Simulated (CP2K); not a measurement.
Consider trichlorofluoromethane at its PBE geometry (Å).

```xyz
5

F     0.0083   -0.0350    1.4261
C     0.0000   -0.0011    0.0620
Cl    1.5229   -0.7112   -0.5227
Cl   -1.3925   -0.9481   -0.5117
Cl   -0.1386    1.6954   -0.4538
```

Method: CP2K XAS_TDP, all-electron GAPW, PBEh(45%), aug-pc-1, TDA, no relativity.

**Question.** Predict the bright core excitations at the C K edge.

Leading lines: C2 287.65 eV. The leading line of an atom is its first one with 35 % of the strongest within 2.5 eV of its lowest line over the strength cut. 

The first six lines of each atom with a strength over 0.0015:

| atom | energy (eV) | states | strength, one atom |
| --- | --- | --- | --- |
| C2 (bonded to 3 Cl and F) | 287.51 | 1 | 0.0418 |
|  | 287.65 | 2 | 0.1727 |
|  | 289.94 | 1 | 0.0371 |
|  | 294.35 | 2 | 0.0031 |
|  | 296.10 | 1 | 0.0103 |
|  | 296.49 | 2 | 0.0040 |

Lines are vertical, at one geometry, with no vibrational structure. Without a correction of the core level, line positions, and the gaps between valence and Rydberg lines, follow the share of exact exchange. At this level such K lines come out 3 to 6 eV under measured ones. These values hold no scalar relativity, about 0.1 eV for C 1s. Rydberg lines, and the discretised continuum above threshold, depend on the basis and the box.

[Banner, clock and machine lines of the logs are left out without a mark of their own.]

[Logs are printed without paths, hosts, clocks, repeated set-up lines and the standing remarks that a program may print on its own settings, such as how far it seeks lower states.]

[Hosts, paths, dates, database ids (printed as entryN), source tags and the programs' standing remarks are cut or masked in the printed files.]
